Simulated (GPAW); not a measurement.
**P2Ir (P2_1/c): G0W0 with GPAW, start to end**

Aim: the G0W0 gap of P2Ir (P2_1/c) on LDA, step by step.

Main program and level: GPAW 26.7.0; LDA and many-body steps on it, plane waves.

### 1. The starting structure

It takes space group P2_1/c (No. 14, monoclinic). The conventional cell has a = 5.772 Å, b = 5.807 Å, c = 5.872 Å, α = 90.00°, β = 111.25°, γ = 90.00°. Nearest to P lie 1 P at 2.22 Å and 3 Ir at 2.41 to 2.42 Å. Nearest to P lie 1 P at 2.22 Å and 3 Ir at 2.33 to 2.35 Å. Nearest to Ir lie 6 P at 2.33 to 2.42 Å. Farther neighbours are not listed.

The cell and positions are those that the Materials Project relaxed with its own functionals (PBE, PBE+U or r2SCAN), kept fixed. Spin-orbit coupling is left out unless a step names it.

### 2. Ground state

This step: GPAW 26.7.0; DFT, LDA, plane waves, PAW.

The ground-state density comes first.

run.py

```python
import json
import numpy as np
from gpaw.mpi import world
from ase import Atoms
from gpaw import GPAW, PW, FermiDirac

atoms = Atoms(['P', 'P', 'P', 'P', 'P', 'P', 'P', 'P', 'Ir', 'Ir', 'Ir', 'Ir'],
    cell=[[5.7723350975, 0.0000000000, 0.0000000000],
      [0.0000000000, 5.8067315100, 0.0000000000],
      [-2.1284997265, 0.0000000000, 5.4731408836]],
    scaled_positions=[[0.1580067000, 0.8818818600, 0.8702877200],
      [0.8419933000, 0.3818818600, 0.6297122800],
      [0.8419933000, 0.1181181400, 0.1297122800],
      [0.1580067000, 0.6181181400, 0.3702877200],
      [0.3343229900, 0.3772052700, 0.1885463900],
      [0.6656770100, 0.8772052700, 0.3114536100],
      [0.6656770100, 0.6227947300, 0.8114536100],
      [0.3343229900, 0.1227947300, 0.6885463900],
      [0.2718664100, 0.4988304100, 0.7915786900],
      [0.7281335900, 0.9988304100, 0.7084213100],
      [0.7281335900, 0.5011695900, 0.2084213100],
      [0.2718664100, 0.0011695900, 0.2915786900]],
    pbc=(True, True, True))
calc = GPAW(mode=PW(450),
    xc='LDA',
    kpts={'size': (4, 4, 4), 'gamma': True},
    occupations=FermiDirac(0.001),
    nbands=-12,
    convergence={'density': 1e-6, 'bands': -3},
    maxiter=100,
    txt='gs.txt')
atoms.calc = calc
res = {'energy': atoms.get_potential_energy(), 'forces': atoms.get_forces(), 'stress': atoms.get_stress()}
kpts = calc.get_ibz_k_points()
res['kpts'] = kpts
res['eigenvalues'] = [calc.get_eigenvalues(kpt=k) for k in range(len(kpts))]
res['n_electrons'] = calc.get_number_of_electrons()
calc.write('gs.gpw')

if world.rank == 0:
    with open('result.json', 'w') as f:
        json.dump(res, f, default=lambda x: x.tolist())
```

The run is started by

```sh
$ mpirun -n 8 gpaw python run.py
```

Numbers of over 12 decimals in the logs are rounded to 6 here.

What it wrote:

```text
__  _  _
 | _ |_)|_||  |
 |__||  | ||/\| - 26.7.0

Input parameters:
  mode=PW(ecut=450.000000),
  convergence={'density': 1e-06, 'bands': -3},
  kpts=MonkhorstPack(size=(4, 4, 4), gamma=True),
  maxiter=100,
  nbands=-12,
  occupations=Occupations(name='fermi-dirac', width=0.001, fixmagmom=False),
  xc=XC(name='LDA')
  [... matrices ...]
Diagonalizing LCAO Hamiltonian
Converting LCAO to pw mode

          P
                 P Ir
           Ir

           PP      PP

                    Ir
            IrP
                     P

Atoms  # Å, Bohr magnetons
|    | symbol |         x |        y |        z |    initial magnetic moments |
|  0 |      P | -0.940340 | 5.120851 | 4.763207 | ( 0.0000,  0.0000,  0.0000) |
|  1 |      P |  3.519925 | 2.217485 | 3.446504 | ( 0.0000,  0.0000,  0.0000) |
|  2 |      P |  4.584175 | 0.685880 | 0.709934 | ( 0.0000,  0.0000,  0.0000) |
|  3 |      P |  0.123910 | 3.589246 | 2.026637 | ( 0.0000,  0.0000,  0.0000) |
|  4 |      P |  1.528503 | 2.190330 | 1.031941 | ( 0.0000,  0.0000,  0.0000) |
|  5 |      P |  3.179582 | 5.093695 | 1.704629 | ( 0.0000,  0.0000,  0.0000) |
|  6 |      P |  2.115332 | 3.616402 | 4.441200 | ( 0.0000,  0.0000,  0.0000) |
|  7 |      P |  0.464254 | 0.713036 | 3.768511 | ( 0.0000,  0.0000,  0.0000) |
|  8 |     Ir | -0.115571 | 2.896574 | 4.332422 | ( 0.0000,  0.0000,  0.0000) |
|  9 |     Ir |  2.695157 | 5.799940 | 3.877290 | ( 0.0000,  0.0000,  0.0000) |
| 10 |     Ir |  3.759406 | 2.910157 | 1.140719 | ( 0.0000,  0.0000,  0.0000) |
| 11 |     Ir |  0.948679 | 0.006791 | 1.595851 | ( 0.0000,  0.0000,  0.0000) |

Unit cell  # Å
| periodic |         x |        y |        z |  lengths |     angles |
|      yes |  5.772335 | 0.000000 | 0.000000 | 5.772335 |  90.000000 |
|      yes |  0.000000 | 5.806732 | 0.000000 | 5.806732 | 111.251015 |
|      yes | -2.128500 | 0.000000 | 5.473141 | 5.872460 |  90.000000 |

Number of symmetries: 2
Symmetry operations  # r_c * U_cc + t_c -> r_c
|   | kind |            matrix            |
| 0 |  E   |  1, 0, 0,  0, 1, 0,  0, 0, 1 |
| 1 |  i   | -1, 0, 0,  0,-1, 0,  0, 0,-1 |

BZ-sampling:
  Number of BZ points: 64
  Number of IBZ points: 36

  Monkhorst-Pack size: [4, 4, 4]
  Monkhorst-Pack shift: [0.125, 0.125, 0.125]

K-points  # in reciprocal-cell coordinates
|     |                                coordinates |     weight |
|   0 | (  0.00000000,   0.00000000,   0.00000000) | 0.01562500 |
|   1 | (  0.00000000,   0.00000000,   0.25000000) | 0.03125000 |
|   2 | (  0.00000000,   0.00000000,   0.50000000) | 0.01562500 |
|   3 | (  0.00000000,   0.25000000,  -0.25000000) | 0.03125000 |
|   4 | (  0.00000000,   0.25000000,   0.00000000) | 0.03125000 |
|   5 | (  0.00000000,   0.25000000,   0.25000000) | 0.03125000 |
|   6 | (  0.00000000,   0.25000000,   0.50000000) | 0.03125000 |
|   7 | (  0.00000000,   0.50000000,   0.00000000) | 0.01562500 |
|   8 | (  0.00000000,   0.50000000,   0.25000000) | 0.03125000 |
|   9 | (  0.00000000,   0.50000000,   0.50000000) | 0.01562500 |
| ... |                                            |            |
|  35 | (  0.50000000,   0.50000000,   0.50000000) | 0.01562500 |

Plane wave coefficients: 3996
Cutoff: 450.000000 eV

Spin-components: 1 (collinear spins)
Bands:           62
Projectors:      64
Spin-degeneracy: 2
Datatype:        complex128

  Storage: CPU
  Wave functions: 142_312_320 bytes (17_789_040 per core)
  Projectors: 73_451_520 bytes (9_181_440 per core)
  [... matrices ...]
Parallelization:
  kpt:    4
  domain: 2
  band:   1

Density:
  Valence electrons: 100.0
  Components: 1
  Grid points: [30 30 30]
  Charge: 0.0  # |e|

Potential:
  Grid points: [30 30 30]

species:
  P:
    name:    Phosphorus
    Z:       15.0
    valence: 5
    core:    10
    charge:  0.0  # [|e|]
    compensation charges:
      type: gauss
      rc: 0.30  # [Å]
      lmax: 2
    cutoffs:
      filter: 1.69  # [Å]
      core: 1.81  # [Å]
    projectors
    | kind |    occ | energy [eV] | rcut [Å] |
    |   3s |  2.000 |     -14.015 |    0.953 |
    |   3p |  3.000 |      -5.596 |    0.953 |
    |    s |        |      13.197 |    0.953 |
    |    p |        |      21.615 |    0.953 |
    |    d |        |       0.000 |    0.953 |

    Using partial waves for P as LCAO basis

  Ir:
    name:    Iridium
    Z:       77.0
    valence: 15
    core:    62
    charge:  0.0  # [|e|]
    compensation charges:
      type: gauss
      rc: 0.40  # [Å]
      lmax: 2
    cutoffs:
      filter: 2.40  # [Å]
      core: 2.36  # [Å]
    projectors
    | kind |    occ | energy [eV] | rcut [Å] |
    |   6s |  2.000 |      -6.559 |    1.296 |
    |   5p |  6.000 |     -54.966 |    1.328 |
    |   6p |  0.000 |      -1.355 |    1.328 |
    |   5d |  7.000 |      -7.377 |    1.286 |
    |    s |        |      20.652 |    1.296 |
    |    d |        |      19.835 |    1.286 |

    Using partial waves for Ir as LCAO basis

Reference energy: -2011029.798306  # eV

eigensolver:
  PPCG
  Converge bands: -3
  niter=2

density mixing:
  MSR1-Mixer
  Pratt-step length: 0.05
  Maximum mixing coefficient: 0.75
  Old densities: 10
  SVD Regularization: 0.005
  Good broyden scale: 1.0
  Trust region scale: 1.0
  Backstep threshold: 4.0
  History deletion threshold: 6.0
  Fourier metric: weight=20.0, sigma=0.015

occupation numbers:
  Fermi-Dirac:
    width: 0.0010  # eV

poisson solver:
  ecut: 3600.000000  # eV

xc functional:
  name: None

Initialization done in: 2.437 s

convergence criteria:
- Maximum integral of absolute [dens]ity change: 1e-06 electrons / valence electron
- Maximum [total energy] change in last 3 cyles: 0.0005 eV / valence electron
- Maximum integral of absolute [eigenst]ate change: 4e-08 eV^2 / valence electron
maximum number of iterations: 100

SCF iterations
|iter     |     time |      energy | eigst |  dens |
|iter:   1|  | -101.809038 | +0.80 |       |
|iter:   2|  | -102.045150 | -0.62 | -1.18 |
|iter:   3|  | -101.270750 | -1.21 | -1.21 |
|iter:   4|  | -101.191545 | -1.69 | -1.65 |
|iter:   5|  | -101.187248 | -1.94 | -2.00 |
|iter:   6|  | -101.172603c| -2.50 | -2.14 |
|iter:   7|  | -101.173016c| -3.29 | -2.65 |
|iter:   8|  | -101.173046c| -3.64 | -3.18 |
|iter:   9|  | -101.173038c| -3.91 | -3.70 |
|iter:  10|  | -101.173040c| -4.19 | -4.29 |
|iter:  11|  | -101.173041c| -4.35 | -4.75 |
|iter:  12|  | -101.173041c| -4.47 | -5.01 |
|iter:  13|  | -101.173041c| -4.72 | -5.72 |
|iter:  14|  | -101.173041c| -4.90 | -6.24c|
|iter:  15|  | -101.173041c| -5.04 | -6.81c|
|iter:  16|  | -101.173041c| -5.21 | -7.39c|
|iter:  17|  | -101.173041c| -5.40 | -7.76c|
|iter:  18|  | -101.173041c| -5.61 | -7.88c|
|iter:  19|  | -101.173041c| -5.90 | -8.18c|
|iter:  20|  | -101.173041c| -5.98 | -8.34c|
|iter:  21|  | -101.173041c| -6.08 | -9.01c|
|iter:  22|  | -101.173041c| -6.30 | -9.27c|
|iter:  23|  | -101.173041c| -6.35 | -9.58c|
|iter:  24|  | -101.173041c| -6.51 | -9.58c|
|iter:  25|  | -101.173041c| -6.52 | -9.82c|
|iter:  26|  | -101.173041c| -6.76 | -9.77c|
|iter:  27|  | -101.173041c| -6.84 |-10.22c|
|iter:  28|  | -101.173041c| -7.01 | -9.97c|
|iter:  29|  | -101.173041c| -7.12 |-10.15c|
|iter:  30|  | -101.173041c| -7.08 |-10.04c|
|iter:  31|  | -101.173041c| -7.26 |-10.49c|
|iter:  32|  | -101.173041c| -7.46c|-10.31c|

Converged in 32 steps
SCF loop duration: 57.820 s (1.807 s/step)
Energy contributions relative to reference atoms: (reference = -2011029.798306)
  [... matrices ...]
Energy contributions:
  Kinetic:          70.400947
  Coulomb:         -65.797396
  Zero:             -1.178166
  External:          0.000000
  Xc:             -104.598427
  Entropy:          -0.000000
  Spinorbit:         0.000000
  ----------------------------
  Free energy:    -101.173041
  Extrapolated:   -101.173041

dipole moment: (0.000015, 0.000023, 0.000022)  # |e|*Ang

Fermi level: 10.031
Eigenvalues  # (at kpt = [0.000, 0.000, 0.000])
| band index |      eig [eV] | occ [0-2] |
|          0 |       -39.846 |     2.000 |
|        ... |               |           |
|         42 |         7.380 |     2.000 |
|         43 |         7.438 |     2.000 |
|         44 |         7.488 |     2.000 |
|         45 |         7.546 |     2.000 |
|         46 |         7.562 |     2.000 |
|         47 |         7.965 |     2.000 |
|         48 |         8.159 |     2.000 |
|         49 |         8.281 |     2.000 |
|         50 |        10.189 |     0.000 |
[...]
|         57 |        13.944 |     0.000 |
|        ... |               |           |
|         61 |        15.061 |     0.000 |

Gap: 0.609 eV
Transition (v -> c):
  (s=0, k=35, n=49, [0.50, 0.50, 0.50]) -> (s=0, k=0, n=50, [0.00, 0.00, 0.00])
Direct/indirect transitions are different
Direct gap: 1.517 eV
Transition at: (s=0, k=9, n=49, [0.00, 0.50, 0.50])
  [... matrices ...]
Forces  # eV/Ang
|        x |        y |        z |
| -0.17442 | -0.19215 |  0.10994 |  # P    0
|  0.17442 | -0.19215 | -0.10994 |  # P    1
|  0.17442 |  0.19215 | -0.10994 |  # P    2
| -0.17442 |  0.19215 |  0.10994 |  # P    3
|  0.16711 | -0.21043 | -0.11132 |  # P    4
| -0.16711 | -0.21043 |  0.11132 |  # P    5
| -0.16711 |  0.21043 |  0.11132 |  # P    6
|  0.16711 |  0.21043 | -0.11132 |  # P    7
|  0.06354 |  0.01660 |  0.05119 |  # Ir   8
| -0.06354 |  0.01660 | -0.05119 |  # Ir   9
| -0.06354 | -0.01660 | -0.05119 |  # Ir  10
|  0.06354 | -0.01660 |  0.05119 |  # Ir  11

Force computation time: 0.313  # s

Stress tensor  # eV/Ang^3
|        x |        y |        z |
| 0.039786 | 0.000000 | 0.003794 |
| 0.000000 | 0.039853 | 0.000000 |
| 0.003794 | 0.000000 | 0.041382 |

Stress computation time: 1.383  # s

# Writing to gs.gpw (mode='')
  [... matrices ...]
```

It took 64 s on 8 MPI ranks of Arm Neoverse V2, shared host; peak memory 1.7 GiB.

Numbers from this step:

```yaml
total_energy: -101.1730 eV
gap: 0.6092 eV
k_of_the_valence_top: 0.5, 0.5, 0.5
k_of_the_conduction_bottom: 0, 0, 0
least_direct_gap: 1.517 eV
pressure: -6.463 GPa
```

The gap is indirect, with the least direct gap 0.91 eV higher. The pressure of -6 GPa says that this functional would shrink the cell; it is kept.

### 3. Bands along the symmetry lines

Levels along a band path, at the cheap level, show where the edges lie and whether the meshes to come will hold them.

run.py

```python
import json
import numpy as np
from gpaw.mpi import world
from gpaw import GPAW

path = [[0.000000, 0.000000, 0.000000],
    [0.000000, 0.062500, 0.000000],
    [0.000000, 0.125000, 0.000000],
    [0.000000, 0.187500, 0.000000],
    [0.000000, 0.250000, 0.000000],
    [0.000000, 0.312500, 0.000000],
    [0.000000, 0.375000, 0.000000],
    [0.000000, 0.437500, 0.000000],
    [0.000000, 0.500000, 0.000000],
    [0.000000, 0.500000, 0.062500],
    [0.000000, 0.500000, 0.125000],
    [0.000000, 0.500000, 0.187500],
    [0.000000, 0.500000, 0.250000],
    [0.000000, 0.500000, 0.312500],
    [0.000000, 0.500000, 0.375000],
    [0.000000, 0.500000, 0.437500],
    [0.000000, 0.500000, 0.500000],
    [0.000000, 0.437500, 0.500000],
    [0.000000, 0.375000, 0.500000],
    [0.000000, 0.312500, 0.500000],
    [0.000000, 0.250000, 0.500000],
    [0.000000, 0.187500, 0.500000],
    [0.000000, 0.125000, 0.500000],
    [0.000000, 0.062500, 0.500000],
    [0.000000, 0.000000, 0.500000],
    [0.000000, 0.000000, 0.437500],
    [0.000000, 0.000000, 0.375000],
    [0.000000, 0.000000, 0.312500],
    [0.000000, 0.000000, 0.250000],
    [0.000000, 0.000000, 0.187500],
    [0.000000, 0.000000, 0.125000],
    [0.000000, 0.000000, 0.062500],
    [0.000000, 0.000000, 0.000000],
    [-0.062500, 0.000000, 0.062500],
    [-0.125000, 0.000000, 0.125000],
    [-0.187500, 0.000000, 0.187500],
    [-0.250000, 0.000000, 0.250000],
    [-0.312500, 0.000000, 0.312500],
    [-0.375000, 0.000000, 0.375000],
    [-0.437500, 0.000000, 0.437500],
    [-0.500000, 0.000000, 0.500000],
    [-0.500000, 0.062500, 0.500000],
    [-0.500000, 0.125000, 0.500000],
    [-0.500000, 0.187500, 0.500000],
    [-0.500000, 0.250000, 0.500000],
    [-0.500000, 0.312500, 0.500000],
    [-0.500000, 0.375000, 0.500000],
    [-0.500000, 0.437500, 0.500000],
    [-0.500000, 0.500000, 0.500000],
    [-0.437500, 0.500000, 0.437500],
    [-0.375000, 0.500000, 0.375000],
    [-0.312500, 0.500000, 0.312500],
    [-0.250000, 0.500000, 0.250000],
    [-0.187500, 0.500000, 0.187500],
    [-0.125000, 0.500000, 0.125000],
    [-0.062500, 0.500000, 0.062500],
    [0.000000, 0.500000, 0.000000],
    [-0.062500, 0.500000, 0.000000],
    [-0.125000, 0.500000, 0.000000],
    [-0.187500, 0.500000, 0.000000],
    [-0.250000, 0.500000, 0.000000],
    [-0.312500, 0.500000, 0.000000],
    [-0.375000, 0.500000, 0.000000],
    [-0.437500, 0.500000, 0.000000],
    [-0.500000, 0.500000, 0.000000],
    [-0.500000, 0.437500, 0.000000],
    [-0.500000, 0.375000, 0.000000],
    [-0.500000, 0.312500, 0.000000],
    [-0.500000, 0.250000, 0.000000],
    [-0.500000, 0.187500, 0.000000],
    [-0.500000, 0.125000, 0.000000],
    [-0.500000, 0.062500, 0.000000],
    [-0.500000, 0.000000, 0.000000],
    [-0.437500, 0.000000, 0.000000],
    [-0.375000, 0.000000, 0.000000],
    [-0.312500, 0.000000, 0.000000],
    [-0.250000, 0.000000, 0.000000],
    [-0.187500, 0.000000, 0.000000],
    [-0.125000, 0.000000, 0.000000],
    [-0.062500, 0.000000, 0.000000],
    [0.000000, 0.000000, 0.000000]]
calc = GPAW('gs.gpw').fixed_density(kpts=path,
    symmetry='off',
    nbands=60,
    convergence={'bands': 56},
    txt='bands.txt')
res = {}
kpts = calc.get_ibz_k_points()
res['kpts'] = kpts
res['eigenvalues'] = [calc.get_eigenvalues(kpt=k) for k in range(len(kpts))]
res['n_electrons'] = calc.get_number_of_electrons()

if world.rank == 0:
    with open('result.json', 'w') as f:
        json.dump(res, f, default=lambda x: x.tolist())
```

The run is started by

```sh
$ mpirun -n 8 gpaw python run.py
```

What it wrote:

```text
Diagonalizing LCAO Hamiltonian
Converting LCAO to pw mode
convergence criteria:
- Maximum integral of absolute [eigenst]ate change: 4e-08 eV^2 / valence electron
maximum number of iterations: 100

SCF iterations
|iter     |     time |      energy | eigst |  dens |
|iter:   1|  |             | +0.70 |       |
|iter:   2|  |             | -0.74 |       |
|iter:   3|  |             | -1.61 |       |
[...]
|iter:  19|  |             | -7.15 |       |
|iter:  20|  |             | -7.36 |       |
|iter:  21|  |             | -7.52c|       |
SCF steps: 21
  __  _  _
 | _ |_)|_||  |
 |__||  | ||/\| - 26.7.0

Input parameters:
  mode=PW(ecut=450.000000),
  convergence={'bands': 56},
  gpts=array([30, 30, 30]),
  kpts=KPoints(kpts=array([[ 0.    ,  0.    ,  0.    ],
         [ 0.    ,  0.0625,  0.    ],
         [ 0.    ,  0.125 ,  0.    ],
         [ 0.    ,  0.1875,  0.    ],
         [ 0.    ,  0.25  ,  0.    ],
         [ 0.    ,  0.3125,  0.    ],
         [ 0.    ,  0.375 ,  0.    ],
[...]
[ 0.    ,  0.5   ,  0.0625],
[...]
[ 0.    ,  0.5   ,  0.1875],
[...]
[ 0.    ,  0.5   ,  0.3125],
[...]
[ 0.    ,  0.1875,  0.5   ],
[...]
[ 0.    ,  0.0625,  0.5   ],
[...]
[ 0.    ,  0.    ,  0.1875],
[...]
[ 0.    ,  0.    ,  0.0625],
         [ 0.    ,  0.    ,  0.    ],
         [-0.0625,  0.    ,  0.0625],
         [-0.125 ,  0.    ,  0.125 ],
         [-0.1875,  0.    ,  0.1875],
         [-0.25  ,  0.    ,  0.25  ],
         [-0.3125,  0.    ,  0.3125],
         [-0.375 ,  0.    ,  0.375 ],
[...]
[-0.5   ,  0.0625,  0.5   ],
[...]
[-0.5   ,  0.1875,  0.5   ],
[...]
[-0.5   ,  0.3125,  0.5   ],
[...]
[-0.1875,  0.5   ,  0.1875],
[...]
[-0.0625,  0.5   ,  0.0625],
         [ 0.    ,  0.5   ,  0.    ],
         [-0.0625,  0.5   ,  0.    ],
[...]
[-0.1875,  0.5   ,  0.    ],
[...]
[-0.3125,  0.5   ,  0.    ],
[...]
[-0.5   ,  0.1875,  0.    ],
[...]
[-0.5   ,  0.0625,  0.    ],
[...]
[-0.25  ,  0.    ,  0.    ],
         [-0.1875,  0.    ,  0.    ],
         [-0.125 ,  0.    ,  0.    ],
         [-0.0625,  0.    ,  0.    ],
         [ 0.    ,  0.    ,  0.    ]])),
  maxiter=100,
  nbands=60,
  occupations=Occupations(name='fermi-dirac', width=0.001, fixmagmom=False),
  parallel={},
  symmetry=Symmetry(point_group=False, time_reversal=False),
  xc=XC(name='LDA')
  [... matrices ...]
timing:  # [seconds]
  Total: 0.029  # ━━━━━━━━━━━━━━━━━━━━━━━━━━━━━━━━━━━━━━━━━━━━━━━━━━━━━━━━━━━
```

The job ended after 87 s (8 MPI ranks; peak memory 2.2 GiB; 12 min of CPU time).

Numbers from this step:

| Quantity | Value |
| --- | --- |
| gap | 0.6092 eV |
| k of the valence top | -0.5, 0.5, 0.5 |
| k of the conduction bottom | 0, 0, 0 |
| least direct gap | 1.517 eV |

The gap is 0.609 eV, as in the run before at this level.

Electronic bands along the path, in eV, zero at the top of the highest filled band:

| point | band 47 | band 48 | band 49 | band 50 | band 51 | band 52 | band 53 | band 54 |
| --- | --- | --- | --- | --- | --- | --- | --- | --- |
| Γ | -2.02 | -1.61 | -1.42 | -1.30 | 0.61 | 1.41 | 2.35 | 2.73 |
| halfway | -1.45 | -1.30 | -1.17 | -0.94 | 0.81 | 1.50 | 2.39 | 2.67 |
| Z | -1.09 | -1.09 | -0.55 | -0.55 | 1.27 | 1.27 | 2.59 | 2.59 |
| halfway | -1.22 | -1.22 | -0.52 | -0.52 | 1.23 | 1.23 | 2.74 | 2.74 |
| D | -1.19 | -1.19 | -0.12 | -0.12 | 1.40 | 1.40 | 2.09 | 2.09 |
| halfway | -1.19 | -1.19 | -0.64 | -0.64 | 1.35 | 1.35 | 1.93 | 1.93 |
| B | -1.83 | -1.83 | -0.46 | -0.46 | 1.35 | 1.35 | 2.06 | 2.06 |
| halfway | -1.84 | -1.76 | -1.19 | -0.85 | 0.88 | 1.38 | 2.34 | 2.45 |
| Γ | -2.02 | -1.61 | -1.42 | -1.30 | 0.61 | 1.41 | 2.35 | 2.73 |
| halfway | -1.63 | -1.38 | -1.16 | -0.83 | 1.01 | 2.00 | 2.36 | 2.48 |
| A | -0.86 | -0.86 | -0.74 | -0.74 | 2.35 | 2.35 | 2.41 | 2.41 |
| halfway | -1.17 | -1.17 | -0.59 | -0.59 | 2.02 | 2.02 | 2.34 | 2.34 |
| E | -0.78 | -0.78 | 0.00 | 0.00 | 1.63 | 1.63 | 2.37 | 2.37 |
| halfway | -1.06 | -1.06 | -0.80 | -0.80 | 1.65 | 1.65 | 2.57 | 2.57 |
| Z | -1.09 | -1.09 | -0.55 | -0.55 | 1.27 | 1.27 | 2.59 | 2.59 |
| halfway | -1.02 | -1.02 | -0.82 | -0.82 | 1.34 | 1.34 | 2.73 | 2.73 |
| C2 | -0.97 | -0.97 | -0.22 | -0.22 | 1.63 | 1.63 | 1.85 | 1.85 |
| halfway | -1.27 | -1.07 | -0.56 | -0.21 | 1.45 | 1.73 | 2.00 | 2.04 |
| Y2 | -1.62 | -1.56 | -0.30 | -0.08 | 1.45 | 1.77 | 2.10 | 2.25 |
| halfway | -1.71 | -1.63 | -1.13 | -0.88 | 1.07 | 1.61 | 2.27 | 2.66 |
| Γ | -2.02 | -1.61 | -1.42 | -1.30 | 0.61 | 1.41 | 2.35 | 2.73 |

[end of part 1 of 2]

[Paths, hosts, dates, memory and timing lines, banners, echoed tables and standing remarks are left out of the program output.]

[Logs are printed without paths, hosts, clocks, repeated set-up lines and the standing remarks that a program may print on its own settings, such as how far it seeks lower states.]

[Runs of the session that timed out or met a known fault of the program may be left out.]

[Hosts, paths, dates, database ids (printed as entryN), source tags and the programs' standing remarks are cut or masked in the printed files.]
